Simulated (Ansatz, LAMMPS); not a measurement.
# Relaxing amorphous 81SiO2-19TiO2 (mol %) (96 atoms), part 3 of 3

Wanted: the relaxed structure of amorphous 81SiO2-19TiO2 (mol %) (96 atoms) and its electronic structure.

Ansatz 0.2.0; Kohn-Sham DFT, PBE, PAW (set soft_2), plane waves.

The cell: 26 Si, 6 Ti and 64 O. The quench rate of 50 K/ps is orders of magnitude faster than experiment. The starting topology of bonds comes from the classical model. Only the Γ point is sampled in the main run, in a cell whose shortest periodic width is 11 Å.

So far. Step 7 (K-mesh 2×2×2): Forces differ from those of the single point at the relaxed geometry by 1.6 meV/Å r.m.s.; the energy by -0.23 meV/atom and the gap by -0.023 eV. It took 5.3 min and 11 cycles; the reference's time can't be set against it, since the two runs asked for unlike analyses. Step 8 (Functional HSE06): Forces differ from those of the single point at the relaxed geometry by 188 meV/Å r.m.s.; the pressure by -4.5 GPa and the gap by +1.7 eV.

### Step 8. Functional HSE06 (continued)

Density of states as counts of states in windows of 1 eV (from the Fermi level), total and the larger projections:

```
from (eV)  to (eV)  total   O p  Ti d  Si p
      -10       -9   16.8  12.0   0.2   1.8
       -9       -8   29.8  22.8   0.1   5.8
       -8       -7   35.4  26.9   1.6   5.1
       -7       -6   27.0  21.1   1.6   2.5
       -6       -5   70.3  60.2   3.8   2.9
       -5       -4   80.7  73.7   2.6   1.8
       -4       -3   79.9  76.0   1.3   0.9
       -3       -2   15.8  15.4   0.1   0.1
       -2        2    0.0   0.0   0.0   0.0
        2        3    7.0   0.7   5.8   0.1
        3        4   23.0   3.0  18.0   0.4
        4        5   20.9   3.3  13.3   0.5
```

Between -26 and -10 eV lie 156 more states.

The stored curve holds about 512 of the 560 electrons; the rest, give or take the few that broadening carries across the Fermi level, lie in deeper levels below its range.

The levels nearest the highest filled one (over half full), pooled over k-points and spins:

```
level less the highest filled one (eV)  occupation
                                 -0.24           2
                                -0.220           2
                                -0.137           2
                                -0.127           2
                               -0.0721           2
                                     0           2
                                  5.41           0
                                  5.44           0
                                  5.59           0
                                  5.72           0
                                  5.76           0
                                  5.89           0
```

### Step 9. Functional r2SCAN (500 eV)

The meta-GGA r2SCAN uses the kinetic energy density as well as the density and its gradient. Besides, the cutoff goes from 420 to 500 eV.

This step: Kohn-Sham DFT, r2SCAN, PAW (set soft_2), plane waves (Ansatz 0.2.0).

Input file input.yaml:

```yaml
crystal:
  lattice:
    - [11.4034, -0.13666, 0.11544]
    - [-0.13666, 11.65205, 0.4442]
    - [0.11544, 0.4442, 11.24182]
  atoms:
    [... the 96 atom lines of step 6 ...]
kpoints:
  mp_grid: { grid: [1, 1, 1] }
hamiltonian:
  xc: r2scan
scf:
  occupations: { method: fermi_dirac, width: 0.025 }
output:
  forces: true
  stress: true
  populations: true
  dos:
    method: { smearing: { sigma: 0.08 } }
    de: 0.05
    projected: { site_lists: { O: [O], Si: [Si], Ti: [Ti] } }
  eigenvalues: true
```

On the command line:

```
> ansatz run input.yaml --threads 4 --pin off --max-ram 8192MiB --backend cpu --events-out ev --progress --plain --runs-dir out
```

The job ended after 86 s (4 threads of Arm Neoverse V1, shared host; peak memory 4.3 GiB; 5.4 min of CPU time).

Geometry and reference: those of the single point at the relaxed geometry.

Forces differ from those of the single point at the relaxed geometry by 155 meV/Å r.m.s.; the pressure by -4.1 GPa and the gap by +0.41 eV. It took 86 s and 11 cycles; the reference's time can't be set against it, since the two runs asked for unlike analyses.

### Step 10. Functional PBEsol

PBEsol restores the gradient expansion of exchange for slowly varying densities and usually gives shorter bonds in solids than PBE.

This step: Kohn-Sham DFT, PBEsol, PAW (set soft_2), plane waves (Ansatz 0.2.0).

Changes to input.yaml since step 9:

```diff
@@ -10,3 +10,3 @@
 hamiltonian:
-  xc: r2scan
+  xc: pbesol
 scf:
```

The job ended after 32 s (4 threads; peak memory 1.9 GiB; 2 min of CPU time).

Geometry and reference: those of the single point at the relaxed geometry.

Forces differ from those of the single point at the relaxed geometry by 75 meV/Å r.m.s.; the pressure by -2.5 GPa and the gap by -0.0096 eV.

### Step 11. All settings compared

Each row is set against the single point at the relaxed geometry (Kohn-Sham DFT, PBE, PAW (set soft_2), plane waves; r.m.s. force component 0.00409 eV/Å). Energies are set beside the reference only for runs with its functional, potentials and electron count. Times are for 4 threads of Arm Neoverse V1, shared host. The reference's time includes grids, which some other runs skip.

```
                       run  Δ force, r.m.s. (meV/Å)  Δ energy (meV/atom)  Δ pressure (GPa)  Δ gap (eV)  cycles     time  host memory (GiB)
                 reference                        -                    -                 -           -      11     35 s                1.9
              k-mesh 2×2×2                     1.61               -0.228            0.0015     -0.0232      11  5.3 min                6.1
          functional HSE06                      188                    -             -4.50        1.73      22  8.4 min                4.5
functional r2SCAN (500 eV)                      155                    -             -4.07       0.405      11     86 s                4.3
         functional PBEsol                     74.9                    -             -2.47     -0.0096      11     32 s                1.9
```

### Step 12. Outcome

| Item | Value |
| --- | --- |
| energy change in the relaxation | -60.24 meV/atom |
| r.m.s. displacement | 0.257 Å |
| largest displacement | 0.514 Å |
| free energy per atom | -707.8197 eV/atom |
| pressure | 0.002948 GPa |
| r.m.s. force component | 0.00409 eV/Å |
| gap (highest filled to lowest empty level) | 3.676 eV |
| wall time of the 7 DFT runs | 21 min |

What this shows: Relaxation lowers the energy by 60.2 meV/atom and moves atoms by 0.26 Å r.m.s.; the r.m.s. force component goes from 0.87 to 0.0041 eV/Å. Displacements are taken in the final cell, so they leave out its strain. By the final cutoffs no bond was broken or made. The cell grew by 6.3 % in volume. From the first step to the last the energy fell by 5.783 eV, across changes of basis, and the largest move was 0.51 Å (O88). The O-Ti bonds change most in mean length: from 1.788 Å (spread 0.023) to 1.822 Å (spread 0.022). With the cutoffs above, all O atoms have 2, all Si atoms have 4 and all Ti atoms have 4 bonded neighbours. Counting bonds to Si alone, not to Ti, 69 % of the oxygens join two of these atoms and 25 % one; 6 % join none. The highest filled and lowest empty levels differ by 3.68 eV (at Γ alone); a semilocal functional tends to put such gaps too low. In a disordered cell it changes from sample to sample, and tail or defect levels can set it.

Among the changes of functional, dispersion, potentials or spin set against this reference, functional HSE06 moves the forces most, by 188 meV/Å r.m.s. The gap changes by +1.73 eV with HSE06.

Caveats: The network of bonds at the start is that of the classical potential that made the cell; DFT moved the atoms only locally, and no bond changed.

[Logs are printed without paths, hosts, clocks, repeated set-up lines and the standing remarks that a program may print on its own settings, such as how far it seeks lower states.]

[Hosts, paths, dates, database ids (printed as entryN), source tags and the programs' standing remarks are cut or masked in the printed files.]
